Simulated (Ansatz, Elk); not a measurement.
## Bonding as seen by X-rays: AlPd4

The structure of AlPd4 used here is made up (a known structure type with other elements) and was relaxed beforehand with r2SCAN. The aim is the Fourier transform of its all-electron density, F(hkl), set beside the sum over free spherical atoms that refinements use.

Program: Elk 11.2.3 (patched build). Level of theory: DFT, PBE, all-electron APW+lo, Dirac cores, scalar-relativistic bands, static density, no spin. Results are calculated unless marked as measured.

The structure was built from a prototype and need not be the compound's stable phase.

### Step 1. Set-up

The structure is trigonal, space group R-3m (No. 166). Conventional cell: a = 2.825 Å, b = 2.825 Å, c = 32.112 Å, α = 90.00°, β = 90.00°, γ = 120.00°. Nearest to Pd lie 3 Al at 2.52 Å and 9 Pd at 2.82 to 2.83 Å. Nearest to Pd lie 12 Pd at 2.79 to 2.83 Å. Al has 6 Pd at 2.52 Å nearest. Farther neighbours are not listed.

### Step 2. Ground state and structure factors

An all-electron density is needed, since X-rays see the cores too. Task 0 finds the density and task 195 Fourier-transforms it; tshift is off so that phases refer to the origin typed.

File elk.in:

```
tasks
  0
  195

xctype
  20

spinpol
  .false.

rgkmax
  7.0

gmaxvr
  14.0

lmaxo
  7

lmaxapw
  8

swidth
  0.002

tshift
  .false.

ramdisk
  .false.

hmaxvr
  5.5

maxscl
  120

epspot
  1e-06

sppath
  './'

avec
  2.66924240022 1.54108781861 20.22768029149
  -2.66924240022 1.54108781861 20.22768029149
  -0.00000000000 -3.08217563629 20.22768029156

atoms
  2
  'Pd.in'
  4
  0.3931195013 0.3931195013 0.3931195013   0.000000 0.000000 0.000000
  0.7981612802 0.7981612802 0.7981612802   0.000000 0.000000 0.000000
  0.2018387198 0.2018387198 0.2018387198   0.000000 0.000000 0.000000
  0.6068804987 0.6068804987 0.6068804987   0.000000 0.000000 0.000000
  'Al.in'
  1
  0.0000000000 0.0000000000 0.0000000000   0.000000 0.000000 0.000000

ngridk
  9 9 9
```

The run is started by

```console
$ OMP_NUM_THREADS=4 elk
```

Numbers of over 12 decimals in the logs are rounded to 6 here.

What it wrote:

```text
┌─────────────────────────┐
│ Elk code version 11.2.3 │
└─────────────────────────┘

All units are atomic (Hartree, Bohr, etc.)

┌─────────────────────────────────────────────────┐
│ Ground-state run starting from atomic densities │
└─────────────────────────────────────────────────┘

Lattice vectors :
   2.669242400       1.541087819       20.22768029
  -2.669242400       1.541087819       20.22768029
  -0.000000000      -3.082175636       20.22768029

Reciprocal lattice vectors :
   1.176960419      0.6795184147      0.1035410424
  -1.176960419      0.6795184147      0.1035410424
 -0.2195948195E-16  -1.359036829      0.1035410424

Unit cell volume      :    499.2438614
Brillouin zone volume :   0.4968518045

Muffin-tin inner radius fraction :   0.1000000000E-01

Nuclei treated as point charges

Species : 1 (Pd)
 parameters loaded from : Pd.in
 name : palladium
 nuclear charge    :   -46.00000000
 electronic charge :    46.00000000
 atomic mass :    193991.7927
 muffin-tin radius :    2.551513857
 number of radial points in muffin-tin :    993
 inner part over the whole radius :   0.9999443806E-02
 number on inner part of muffin-tin    :    707
 approximate nuclear radius :   0.8586907259E-04
 number of mesh points to nuclear radius :    353
 atomic positions (lattice), magnetic fields (Cartesian) :
  1 :   0.39311950  0.39311950  0.39311950    0.00000000  0.00000000  0.00000000
  2 :  -0.20183872 -0.20183872 -0.20183872    0.00000000  0.00000000  0.00000000
  3 :   0.20183872  0.20183872  0.20183872    0.00000000  0.00000000  0.00000000
  4 :  -0.39311950 -0.39311950 -0.39311950    0.00000000  0.00000000  0.00000000

Species : 2 (Al)
 parameters loaded from : Al.in
 name : aluminium
 nuclear charge    :   -13.00000000
 electronic charge :    13.00000000
 atomic mass :    49184.33496
 muffin-tin radius :    2.158973264
 number of radial points in muffin-tin :    793
 inner part over the whole radius :   0.9877614091E-02
 number on inner part of muffin-tin    :    552
 approximate nuclear radius :   0.5839653600E-04
 number of mesh points to nuclear radius :    244
 atomic positions (lattice), magnetic fields (Cartesian) :
  1 :   0.00000000  0.00000000  0.00000000    0.00000000  0.00000000  0.00000000

Total number of atoms per unit cell :    5
Total muffin-tin volume :    320.4718905
 ratio of muffin-tin to unit cell volume :   0.6419145338

Spin treatment :
 spin-unpolarised

Number of Bravais lattice symmetries :   12
Number of crystal symmetries         :   12
Crystal has inversion symmetry
Real symmetric eigensolver will be used

k-point grid :      9     9     9
k-point offset :    0.000000000       0.000000000       0.000000000
k-point set is reduced with full crystal symmetry group
Total number of k-points :       85

Muffin-tin radius times maximum |G+k| :    7.000000000
 using average radius
Maximum |G+k| for APW functions       :    2.830563589
Maximum (1/2)|G+k|²                   :    4.006045116
Maximum |G| for potential and density :    14.00000000
Constant for pseudocharge density :    9
 order of it for each species :   16  16
 order of it for pair densities of each species (exact exchange by exxq0 0: 17) :   10   6
Radial integration step length :    1

G-vector grid sizes :     96    96    96
Number of G-vectors :    23101

Maximum angular momentum used for
 APW functions            :    8
 outer part of muffin-tin :    7
 inner part of muffin-tin :    2

Total nuclear charge    :   -197.0000000
Total core charge       :    116.0000000
Total valence charge    :    81.00000000
Total excess charge     :    0.000000000
Total electronic charge :    197.0000000

Effective Wigner radius, rₛ :   0.8457706939

Number of empty states         :     20
Total number of valence states :     61
Total number of core states    :    116

Third-order local-orbitals added for an l without core states : T
Total number of local-orbitals :     82

Exchange-correlation functional :     20     0     0
[...]
xc potential                :     -699.96717914085
 exchange                    :     -582.39853916329
 correlation                 :     -10.378359757217
 electron entropic           :    -0.18226447944591E-02
 total energy                :     -20431.159179550

Density of states at Fermi energy :    132.7653609
 (states/Hartree/unit cell)

Estimated indirect band gap :   0.1128829312E-02
 from k-point 14 to k-point 49
Estimated direct band gap   :   0.5995644049E-02
 at k-point 43

Charges :
 core                        :    116.0000000
 valence                     :    81.00000000
 interstitial                :    7.031500676
 muffin-tins (core leakage)
  species : 1 (Pd)
   atom 1                    :    44.66910011     ( -0.6836714128E-06)
[...]
species : 2 (Al)
[...]
total in muffin-tins        :    189.9684993
 total calculated charge     :    196.9968269
 total charge                :    197.0000000
 error                       :   0.3173059380E-02

RMS change in Kohn-Sham potential (target) :   0.5841580202     (  0.1000000000E-05)
Absolute change in total energy (target)   :   0.5507528678E-01 (  0.1000000000E-03)

[... loops 3 to 17 left out ...]

┌──────────────────┐
│ Loop number : 18 │
└──────────────────┘

Energies :
 Fermi                       :     0.288359
 sum of occupied eigenvalues :     -12193.881589436
 electron kinetic            :      21325.235972398
 core electron kinetic       :      20572.892240912
 Coulomb                     :     -41160.788642544
 Coulomb potential           :     -32742.595203553
 nuclear-nuclear             :     -2475.0079065829
 electron-nuclear            :     -44712.046190180
 Hartree                     :      6026.2654542185
 Madelung                    :     -24789.491040768
 xc potential                :     -776.52235828009
 exchange                    :     -585.12535635253
 correlation                 :     -10.377203003490
 electron entropic           :    -0.16097094786887E-02
 total energy                :     -20431.056839212

Density of states at Fermi energy :    122.1080633
 (states/Hartree/unit cell)

Estimated indirect band gap :   0.1943825619E-04
 from k-point 75 to k-point 52
Estimated direct band gap   :   0.9271148696E-03
 at k-point 31

Charges :
 core                        :    116.0000000
 valence                     :    81.00000000
 interstitial                :    5.551116855
 muffin-tins (core leakage)
  species : 1 (Pd)
[...]
species : 2 (Al)
[...]
total in muffin-tins        :    191.4488831
 total calculated charge     :    196.9966421
 total charge                :    197.0000000
 error                       :   0.3357942599E-02

RMS change in Kohn-Sham potential (target) :   0.9744988058E-06 (  0.1000000000E-05)
Absolute change in total energy (target)   :   0.8850318409E-04 (  0.1000000000E-03)

Convergence targets achieved

┌──────────────────┐
│ Loop number : 19 │
└──────────────────┘

Energies :
 Fermi                       :     0.288359
 sum of occupied eigenvalues :     -12193.881583465
 electron kinetic            :      21325.235976212
 core electron kinetic       :      20572.892246316
 Coulomb                     :     -41160.788637661
 Coulomb potential           :     -32742.595242163
 nuclear-nuclear             :     -2475.0079065829
 electron-nuclear            :     -44712.046141981
 Hartree                     :      6026.2654109027
 Madelung                    :     -24789.491016579
 xc potential                :     -776.52231751437
 exchange                    :     -585.12535562646
 correlation                 :     -10.377202974310
 electron entropic           :    -0.16097090963805E-02
 total energy                :     -20431.056829758

Density of states at Fermi energy :    122.1080184
 (states/Hartree/unit cell)

Estimated indirect band gap :   0.1943823998E-04
 from k-point 75 to k-point 52
Estimated direct band gap   :   0.9271612819E-03
 at k-point 31

Charges :
 core                        :    116.0000000
 valence                     :    81.00000000
 interstitial                :    5.551116986
 muffin-tins (core leakage)
  species : 1 (Pd)
[...]
atom 3                    :    44.94882758     ( -0.6841566460E-06)
   atom 4                    :    45.13301806     ( -0.6841079561E-06)
  species : 2 (Al)
   atom 1                    :    11.28519172     (  0.5956066087E-03)
 total in muffin-tins        :    191.4488830
 total calculated charge     :    196.9966421
 total charge                :    197.0000000
 error                       :   0.3357942643E-02

┌──────────────────────────────┐
│ Self-consistent loop stopped │
└──────────────────────────────┘

Warning : core states of species 2 leak from the muffin-tin :   0.5956066087E-03

Wrote STATE.OUT
```

Elapsed: 1.7 min, on 4 threads of Arm Neoverse V2, shared host; peak memory 0.43 GiB.

SFACRHO.OUT:

```text

h k l indices transformed by vhmat matrix:
   1.000000000       0.000000000       0.000000000    
   0.000000000       1.000000000       0.000000000    
   0.000000000       0.000000000       1.000000000    

      h      k      l  multipl.   |H|            Re(F)            Im(F)           |F|

      0      0      0      1   0.0000000       197.00000      0.56040376E-16   197.00000    
     -1     -1     -1      2  0.31062313      -19.923722     -0.27725211E-13   19.923722    
      2      2      2      2  0.62124625      -22.126352     -0.41570080E-13   22.126352    
     -3     -3     -3      2  0.93186938      -35.656994      0.13855070E-12   35.656994    
     -4     -4     -4      2   1.2424925      -72.802798      0.34624341E-13   72.802798    
      0     -1      0      6   1.3629754      -26.441430      0.10384593E-13   26.441430    
      1      1      0      6   1.3747233      -34.587837      0.69384391E-14   34.587837    
     -1     -1     -2      6   1.4207438      -30.500441      0.51963825E-13   30.500441    
     -1     -2     -2      6   1.4543039       150.30381     -0.61499102E-13   150.30381    
     -2     -3     -2      6   1.5402265      -50.550813     -0.11861918E-16   50.550813    
     -5     -5     -5      2   1.5531156       133.01991     -0.19401134E-12   133.01991    
      3      3      2      6   1.5915744     -0.99953856      0.79691179E-13  0.99953856    
      3      4      3      6   1.7085245       136.29963      0.10912750E-12   136.29963    
      3      4      4      6   1.7731868      -9.2689486     -0.55418620E-13   9.2689486    
      6      6      6      2   1.8637388       22.064371      0.20612055E-12   22.064371    
     -5     -4     -4      6   1.9127957       11.528870     -0.17321510E-12   11.528870    
     -5     -5     -4      6   1.9870198      -26.281797      0.30515351E-15   26.281797    
      5      6      5      6   2.1427768      0.28121414     -0.55423808E-13  0.28121414
```

Elk indexes on the primitive cell of elk.in and gives |H| = 4π sin θ/λ in inverse bohr. Below, one row stands for each form hkl of the conventional cell (m members, Friedel mates merged), F is for one primitive cell and the density is static (no thermal factor). Free-atom factors are Waasmaier and Kirfel's, and R is Σm||F|−|F'||/Σm|F|.

```tsv
hkl	m	sin θ/λ (Å⁻¹)	abs F, DFT	neutral atoms	diff.
003	2	0.047	19.924	20.014	-0.091
006	2	0.093	22.126	22.439	-0.312
009	2	0.140	35.657	36.044	-0.387
0 0 12	2	0.187	72.803	73.321	-0.519
101	6	0.205	26.441	26.761	-0.320
012	6	0.207	34.588	34.924	-0.336
104	6	0.214	30.500	30.792	-0.292
015	6	0.219	150.304	151.586	-1.282
107	6	0.232	50.551	50.851	-0.300
0 0 15	2	0.234	133.020	134.260	-1.240
018	6	0.239	1.000	1.044	-0.044
1 0 10	6	0.257	136.300	137.202	-0.902
0 1 11	6	0.267	9.269	9.350	-0.081
0 0 18	2	0.280	22.064	22.268	-0.204
1 0 13	6	0.288	11.529	11.638	-0.109
0 1 14	6	0.299	26.282	26.338	-0.056
1 0 16	6	0.322	0.281	0.372	-0.091
0 0 21	2	0.327	9.607	9.795	-0.188
0 1 17	6	0.334	71.004	71.038	-0.034
110	6	0.354	123.055	122.924	+0.131
113	12	0.357	13.489	13.408	+0.082
1 0 19	6	0.360	20.035	19.889	+0.146
```

### Step 3. The highest occupied states alone

An energy window below the Fermi level keeps the highest occupied states, to see at which angles they scatter; shallow core shells can lie inside it and anion s states outside. No new self-consistency is needed.

Changes to elk.in since step 2:

```diff
@@ -1,3 +1,2 @@
 tasks
-  0
   195
@@ -40,2 +39,5 @@
 
+wsfac
+  -0.079130 0.588360
+
 sppath
```

The run is started by

```console
$ OMP_NUM_THREADS=4 elk
```

What it wrote:

```text
┌─────────────────────────────────┐
│ Elk code version 11.2.3 started │
└─────────────────────────────────┘

Info(readinput): the functional depends on the density's gradient
 muffin-tin radial points multiplied by    2.00000
 (not where nrmtscf is given)

┌────────────────────┐
│ Current task : 195 │
└────────────────────┘
Info(checkmt): changed muffin-tin radius of species 1 (Pd) from   2.6000 to   2.5515
Info(checkmt): changed muffin-tin radius of species 2 (Al) from   2.2000 to   2.1590

Info(sfacrho): density structure factors written to SFACRHO.OUT

 Energy window :  -0.7913000000E-01  0.5883600000

┌──────────────────┐
│ Elk code stopped │
└──────────────────┘
```

Run time: 8.7 s. Hardware: 4 threads; peak memory 0.24 GiB; 15 s of CPU time.

States within 10 eV below the Fermi level hold 43.00 electrons; any levels below the window count with the cores. Their amplitudes can exceed the total, where window and core parts have opposite phase:

```tsv
hkl	sin θ/λ (Å⁻¹)	abs F, window	abs F, all
003	0.047	4.193	19.924
006	0.093	4.523	22.126
009	0.140	6.342	35.657
0 0 12	0.187	9.930	72.803
101	0.205	3.753	26.441
012	0.207	4.641	34.588
104	0.214	4.046	30.500
015	0.219	14.269	150.304
107	0.232	5.590	50.551
0 0 15	0.234	11.201	133.020
```

### Step 4. Another functional

The difference from free atoms is small, so it is set against the change that LDA (Perdew-Wang) makes.

Changes to elk.in since step 3:

```diff
@@ -1,2 +1,3 @@
 tasks
+  0
   195
@@ -4,3 +5,3 @@
 xctype
-  20
+  3
 
@@ -39,5 +40,2 @@
 
-wsfac
-  -0.079130 0.588360
-
 sppath
```

The run is started by

```console
$ OMP_NUM_THREADS=4 elk
```

What it wrote:

```text
┌─────────────────────────┐
│ Elk code version 11.2.3 │
└─────────────────────────┘

All units are atomic (Hartree, Bohr, etc.)

┌─────────────────────────────────────────────────┐
│ Ground-state run starting from atomic densities │
└─────────────────────────────────────────────────┘

Lattice vectors :
   2.669242400       1.541087819       20.22768029
  -2.669242400       1.541087819       20.22768029
  -0.000000000      -3.082175636       20.22768029

Reciprocal lattice vectors :
   1.176960419      0.6795184147      0.1035410424
[...]
muffin-tins (core leakage)
  species : 1 (Pd)
[...]
atom 4                    :    45.13340005     ( -0.1104051335E-04)
  species : 2 (Al)
   atom 1                    :    11.29762057     (  0.6304940398E-03)
 total in muffin-tins        :    191.4521109
 total calculated charge     :    196.9965383
 total charge                :    197.0000000
 error                       :   0.3461679321E-02

┌──────────────────────────────┐
│ Self-consistent loop stopped │
└──────────────────────────────┘

Warning : core states of species 2 leak from the muffin-tin :   0.6304940398E-03

Wrote STATE.OUT
[key lines of the parts left out:]
total energy                :     -20411.306712078
```

Elapsed: 67 s, on 4 threads; peak memory 0.35 GiB; 3.4 min of CPU time.

Against the first run R = 0.04 %; the largest change is -0.071 at 1 0 10.

### Step 5. Basis size

A smaller basis shows how fast F responds to it; the change is likely larger than the basis error of the first run, but doesn't show convergence.

Changes to elk.in since step 4:

```diff
@@ -5,3 +5,3 @@
 xctype
-  3
+  20
 
@@ -11,3 +11,3 @@
 rgkmax
-  7.0
+  5.5
```

The run is started by

```console
$ OMP_NUM_THREADS=4 elk
```

What it wrote:

```text
┌─────────────────────────┐
│ Elk code version 11.2.3 │
└─────────────────────────┘

All units are atomic (Hartree, Bohr, etc.)

┌─────────────────────────────────────────────────┐
│ Ground-state run starting from atomic densities │
└─────────────────────────────────────────────────┘

Lattice vectors :
   2.669242400       1.541087819       20.22768029
  -2.669242400       1.541087819       20.22768029
  -0.000000000      -3.082175636       20.22768029

Reciprocal lattice vectors :
   1.176960419      0.6795184147      0.1035410424
[...]
muffin-tins (core leakage)
  species : 1 (Pd)
[...]
atom 4                    :    45.06703814     ( -0.6841010638E-06)
  species : 2 (Al)
   atom 1                    :    11.28437563     (  0.5968825766E-03)
 total in muffin-tins        :    191.1875704
 total calculated charge     :    196.9981838
 total charge                :    197.0000000
 error                       :   0.1816233754E-02

┌──────────────────────────────┐
│ Self-consistent loop stopped │
└──────────────────────────────┘

Warning : core states of species 2 leak from the muffin-tin :   0.5968825766E-03

Wrote STATE.OUT
[key lines of the parts left out:]
total energy                :     -20430.825808949
```

Elapsed: 91 s, on 4 threads; peak memory 0.46 GiB.

Against the first run R = 0.03 %; the largest change is +0.155 at 110.

### Step 6. Settings against the effect

```tsv
run	R against the first run (%)	R against neutral atoms, low angle (%)	wall time
PBE, rgkmax 7	0.00	0.80	1.7 min
LDA (Perdew-Wang)	0.04	0.85	67 s
rgkmax 5.5	0.03	0.83	91 s
```

### Step 7. Outcome

```yaml
r_against_neutral_atoms_sin_theta_lambda_0p3_a_minus1: 0.80 %
r_against_neutral_atoms_0p3_to_0p76_a_minus1: 0.32 %
```

**Reading.** Independent neutral atoms miss the calculated amplitudes by R = 0.80 % below 0.3 Å⁻¹ and 0.32 % from there to 0.76 Å⁻¹; by shells, 1.02 % below 0.15 Å⁻¹ (3 forms), 0.79 % 0.15 to 0.3 (13 forms), 0.42 % 0.3 to 0.45 (24 forms), 0.29 % above 0.45 (109 forms). Bonding, aspherical density and the tables' own atoms all enter these figures, and the runs don't part them. The largest change of an amplitude is -1.28 electrons, at 015. The window's part falls from 43.0 electrons at the origin to at most 0.65 between 0.45 and 0.76 Å⁻¹. Below 0.3 Å⁻¹ the changes that finished (LDA (Perdew-Wang) and rgkmax 5.5) move F by R = 0.05 % at most, against the 0.80 % that separates it from free atoms. The k-mesh has no finished test. These runs have no spin, though d or f shells may be open. Part of the difference isn't bonding: the tables are fits to free atoms and ions calculated by other methods than this functional. Thermal motion, anomalous dispersion and extinction are left out.

[Logs are printed without paths, hosts, clocks, repeated set-up lines and the standing remarks that a program may print on its own settings, such as how far it seeks lower states.]

[Hosts, paths, dates, database ids (printed as entryN), source tags and the programs' standing remarks are cut or masked in the printed files.]
